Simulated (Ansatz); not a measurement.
# How the geometry moves the gap of YPO4 (I4_1/amd), part 2 of 2

How far does the choice of cell move the gap? The case is YPO4 (I4_1/amd).

Ansatz 0.2.0; r2SCAN, HSE06 and G0W0, plane waves, PAW. Known limits of the many-body steps: short of the basis limit; no spin-orbit coupling.

So far. Step 2 (r2SCAN bands at the given cell): The gap is indirect, with the least direct gap 0.20 eV higher. Step 4 (r2SCAN at the relaxed cell): The gap is indirect, with the least direct gap 0.20 eV higher.

### 5. HSE06 at the relaxed cell

The screened hybrid is the usual rung above semilocal functionals: a quarter of exact exchange, cut off beyond a few ångström.

This step: DFT, HSE06, plane waves, PAW.

Contents of input.yaml:

```yaml
crystal:
  lattice:
    - [-3.4520178632, 3.4520178632, 3.0126166538]
    - [3.4520178632, -3.4520178632, 3.0126166538]
    - [3.4520178632, 3.4520178632, -3.0126166538]
  atoms:
    - { symbol: "Y", position: [0.75, 0.25, 0.5] }
    - { symbol: "Y", position: [0.0, 0.0, 0.0] }
    - { symbol: P, position: [0.5, 0.5, 0.0] }
    - { symbol: P, position: [0.25, 0.75, 0.5] }
    - { symbol: O, position: [0.1660433552, 0.3406703014, 0.8253730538] }
    - { symbol: O, position: [0.0906703014, 0.7652972476, 0.6746269462] }
    - { symbol: O, position: [0.5152972476, 0.3406703014, 0.1746269462] }
    - { symbol: O, position: [0.0906703014, 0.4160433552, 0.3253730538] }
    - { symbol: O, position: [0.5839566448, 0.9093296986, 0.6746269462] }
    - { symbol: O, position: [0.6593296986, 0.8339566448, 0.1746269462] }
    - { symbol: O, position: [0.2347027524, 0.9093296986, 0.3253730538] }
    - { symbol: O, position: [0.6593296986, 0.4847027524, 0.8253730538] }
kpoints:
  mp_grid: { grid: [4, 4, 4] }
  band_path:
    path:
      - [0.0, 0.0, 0.0]
      - [0.0, 0.0, 0.5]
      - [-0.5, 0.5, 0.5]
      - [0.44107247, 0.44107247, -0.44107247]
      - [-0.44107247, 0.55892753, 0.44107247]
      - [0.25, 0.25, 0.25]
      - [0.0, 0.5, 0.0]
      - [0.0, 0.0, 0.35]
      - [0.0, 0.0, 0.1666666667]
    npoints: 1
hamiltonian:
  xc: hse06
scf:
  occupations: { method: fixed }
  n_extra_bands: 8
output:
  eigenvalues: true
```

Launch:

```console
$ ansatz run input.yaml --threads 24 --pin off --max-ram 82944MiB --backend cuda --events-out ev --progress --plain --runs-dir out --devices 1 --max-vram 78GiB
```

Output:

```text
[...]
GPUs: using 1 of 1 available (devices: 1).
[...]
davidson cushion auto → on  (no smearing: the cushion is to keep the highest requested band from converging to the state above it; pin scf.eigensolver.cushion to override)
[...]
Crystal: 12 atoms, lattice volume = 143.599 Å³
Basis set: ecut = 420 eV, 2791 PW (Γ)
Bands: 48, of which v1, the nominal top of the filled ones, is band 40 counted from 1 (39 counted from 0)
[...]
Fermi energy:    5.493638 eV
[...]
--- Band table (eV; the first three rows and the last of 13) ---
  k-point 0: bands = [... 36 lower, 4.9573, 4.9919, 4.9919, 5.4936, 13.5249, 13.5796, 14.4794, 14.6972, ... 4 higher]
  k-point 1: bands = [... 36 lower, 4.9110, 4.9377, 4.9621, 5.3053, 13.3613, 13.9391, 14.1884, 14.5349, ... 4 higher]
  k-point 2: bands = [... 36 lower, 4.7296, 4.7296, 5.0147, 5.0147, 13.4325, 13.4325, 14.5022, 14.5022, ... 4 higher]
  k-point 12: bands = [... 36 lower, 4.4610, 4.4610, 4.7902, 4.7902, 14.1849, 14.1849, 14.7272, 14.7272, ... 4 higher]
[key lines of the parts left out:]
Free energy (F): -13770.114591 eV
```

Wall time 8.6 s (1 × NVIDIA GB200 (shared by 2 runs) with 24 threads of Arm Neoverse V2, shared host); peak memory 1.4 GiB; 86 s of CPU time.

This step gave:

| Item | Value |
| --- | --- |
| gap | 7.825 eV |
| valence top at | Γ |
| conduction bottom at | k = (0.000, 0.000, 0.350) |
| least direct gap | 8.031 eV |

The gap stands +1.24 eV against r2SCAN.

### 6. G0W0 at the relaxed cell

G0W0 replaces the xc potential by the self-energy, built once from these orbitals. Only a window of levels is corrected, while the sums run over the empty bands that the input names.

This step: G0W0 on r2SCAN, plane waves, PAW.

input.yaml, as its differences from that of step 5:

```diff
@@ -20,20 +20,11 @@
   mp_grid: { grid: [4, 4, 4] }
-  band_path:
-    path:
-      - [0.0, 0.0, 0.0]
-      - [0.0, 0.0, 0.5]
-      - [-0.5, 0.5, 0.5]
-      - [0.44107247, 0.44107247, -0.44107247]
-      - [-0.44107247, 0.55892753, 0.44107247]
-      - [0.25, 0.25, 0.25]
-      - [0.0, 0.5, 0.0]
-      - [0.0, 0.0, 0.35]
-      - [0.0, 0.0, 0.1666666667]
-    npoints: 1
 hamiltonian:
-  xc: hse06
+  xc: r2scan
 scf:
   occupations: { method: fixed }
-  n_extra_bands: 8
-output:
-  eigenvalues: true
+gw:
+  n_empty_bands: 306
+  ecut_chi: 96
+  qp_bands: [v4, c4]
+  qp_kpoints: band_edges
+  screening: { model: contour_deformation }
```

Output:

```text
GPUs: using 1 of 1 available (devices: 1).
[...]
Crystal: 12 atoms, lattice volume = 143.599 Å³
Basis set: ecut = 500 eV, 3699 PW (Γ), exchange–correlation on 180×180×180 points (64 copies of the dense FFT grid, shifted against one another)
Bands: 52, of which v1, the nominal top of the filled ones, is band 40 counted from 1 (39 counted from 0)
Symmetry: 16 space group operations
[...]
k-points: 13 of 64
[...]
5    42     13.4628    -8.7137    -4.5745   -14.7410  0.8435    14.9327    14.9156  root
     5    43     14.0254    -9.9089    -4.3180   -15.6966  0.8454    15.5105    15.4951  root
[...]
11    41     13.3324    -8.9928    -4.3902   -14.8085  0.8442    14.7734    14.7578  root
    11    42     13.3324    -8.9928    -4.3902   -14.8085  0.8442    14.7734    14.7578  root
    11    43     14.0763    -9.8527    -4.3726   -15.7045  0.8451    15.5715    15.5555  root
    11    44     14.0763    -9.8527    -4.3726   -15.7045  0.8451    15.5715    15.5555  root
[key lines of the parts left out:]
SCF converged after 7 iterations
```

Wall time 7.4 s (1 × NVIDIA GB200 (shared by 2 runs) with 24 threads); peak memory 2.1 GiB.

Numbers from this step:

```yaml
bands_summed: 346
rpa_eps_infinity_on_this_mesh_eigenvalues: 2.817, 2.817, 3.158
plane_waves_in_the_screening_matrix: 313
g0w0_gap_on_the_mesh: 8.770 eV
k_of_the_valence_top: 0, 0, 0
k_of_the_conduction_bottom: 0, 0, 0.25
starting_gap_on_the_mesh: 6.626 eV
least_direct_g0w0_gap_on_the_computed_points: 8.773 eV
```

The gap on the mesh goes from 6.63 eV to 8.77 eV, a correction of +2.14 eV. Between the two edge states, bare exchange in place of the xc potential would open the gap by 10.88 eV, and correlation takes back 8.74 eV. The start differs from the 6.59 eV found before because this mesh misses an edge.

### 7. G0W0 at the given cell

Contents of input.yaml:

```yaml
crystal:
  lattice:
    - [-3.44735, 3.44735, 3.0138]
    - [3.44735, -3.44735, 3.0138]
    - [3.44735, 3.44735, -3.0138]
  atoms:
    - { symbol: "Y", position: [0.75, 0.25, 0.5] }
    - { symbol: "Y", position: [0.0, 0.0, 0.0] }
    - { symbol: P, position: [0.5, 0.5, 0.0] }
    - { symbol: P, position: [0.25, 0.75, 0.5] }
    - { symbol: O, position: [0.1661, 0.3408, 0.8253] }
    - { symbol: O, position: [0.0908, 0.7655, 0.6747] }
    - { symbol: O, position: [0.5155, 0.3408, 0.1747] }
    - { symbol: O, position: [0.0908, 0.4161, 0.3253] }
    - { symbol: O, position: [0.5839, 0.9092, 0.6747] }
    - { symbol: O, position: [0.6592, 0.8339, 0.1747] }
    - { symbol: O, position: [0.2345, 0.9092, 0.3253] }
    - { symbol: O, position: [0.6592, 0.4845, 0.8253] }
kpoints:
  mp_grid: { grid: [4, 4, 4] }
hamiltonian:
  xc: r2scan
scf:
  occupations: { method: fixed }
gw:
  n_empty_bands: 305
  ecut_chi: 96
  qp_bands: [v4, c4]
  qp_kpoints: band_edges
  screening: { model: contour_deformation }
```

Output:

```text
GPUs: using 1 of 1 available (devices: 1).
[...]
Crystal: 12 atoms, lattice volume = 143.267 Å³
Basis set: ecut = 500 eV, 3683 PW (Γ), exchange–correlation on 180×180×180 points (64 copies of the dense FFT grid, shifted against one another)
Bands: 52, of which v1, the nominal top of the filled ones, is band 40 counted from 1 (39 counted from 0)
Symmetry: 16 space group operations
[...]
k-points: 13 of 64
[...]
5    42     13.5031    -8.7211    -4.5741   -14.7485  0.8436    14.9733    14.9563  root
     5    43     14.0617    -9.9112    -4.3181   -15.6998  0.8455    15.5476    15.5322  root
[...]
11    41     13.3703    -8.9995    -4.3891   -14.8140  0.8444    14.8113    14.7958  root
    11    42     13.3703    -8.9995    -4.3891   -14.8140  0.8444    14.8113    14.7958  root
    11    43     14.1142    -9.8595    -4.3718   -15.7116  0.8452    15.6105    15.5945  root
    11    44     14.1142    -9.8595    -4.3718   -15.7116  0.8452    15.6105    15.5945  root
[key lines of the parts left out:]
SCF converged after 7 iterations
```

Run time: 7.6 s. Hardware: 1 × NVIDIA GB200 (shared by 2 runs) with 24 threads; peak memory 2 GiB.

Numbers from this step:

```
bands summed                                 : 345
RPA ε∞ on this mesh (eigenvalues)            : 2.820, 2.820, 3.158
plane waves in the screening matrix          : 313
G0W0 gap on the mesh                         : 8.773 eV
k of the valence top                         : 0, 0, 0
k of the conduction bottom                   : 0, 0, 0.25
starting gap on the mesh                     : 6.630 eV
least direct G0W0 gap on the computed points : 8.792 eV
```

The gap on the mesh goes from 6.63 eV to 8.77 eV, a correction of +2.14 eV. Between the two edge states, bare exchange in place of the xc potential would open the gap by 10.88 eV, and correlation takes back 8.74 eV. The start differs from the 6.59 eV found before because this mesh misses an edge.

### 8. Together

G0W0 rows are gaps on the mesh, lowered where the mesh misses an edge of the band path.

```tsv
level	given cell (eV)	relaxed cell (eV)	change (eV)
r2SCAN	6.59	6.59	−0.004
HSE06	-	7.83	-
G0W0@r2SCAN	8.74	8.73	−0.003
```

### 9. Outcome

| Item | Value |
| --- | --- |
| volume change | +0.2 % |
| r2SCAN, given cell | 6.59 eV |
| r2SCAN, relaxed cell | 6.59 eV |
| HSE06, relaxed cell | 7.83 eV |
| G0W0@r2SCAN, relaxed cell | 8.73 eV |
| G0W0@r2SCAN, given cell | 8.74 eV |
| known limits | short of the basis limit; no spin-orbit coupling |

In words: Relaxation changes the volume by +0.2 % and the gap by −0.004 eV (r2SCAN) and −0.003 eV (G0W0@r2SCAN). Bands and cutoff are finite, so the gap stands short of the basis limit, usually by up to a few tenths of an eV; the mesh is an error of its own. The many-body steps are scalar-relativistic: spin-orbit coupling is not in them.

[Long decimals in the printed logs are rounded to 6 places.]

[Logs are printed without paths, hosts, clocks, repeated set-up lines and the standing remarks that a program may print on its own settings, such as how far it seeks lower states.]

[Paths, hosts, dates, memory and timing lines, banners, echoed tables and standing remarks are left out of the program output; an Ansatz launch command may be rebuilt from the run's recorded settings. Measured values are a selection of at most five: reports struck by readers or far from the other reports are left out. None is set beside runs whose start may be inverted or whose files or cutoffs have a known fault.]

[Runs of the session that timed out or met a known fault of the program may be left out.]

[Cells called generated may have been cut or substituted from an entry of the Crystallography Open Database or the Materials Project.]

[Hosts, paths, dates, database ids (printed as entryN), source tags and the programs' standing remarks are cut or masked in the printed files.]

[Where the starting crystal was built by hand or by swapping elements, it need not be the compound's stable phase.]
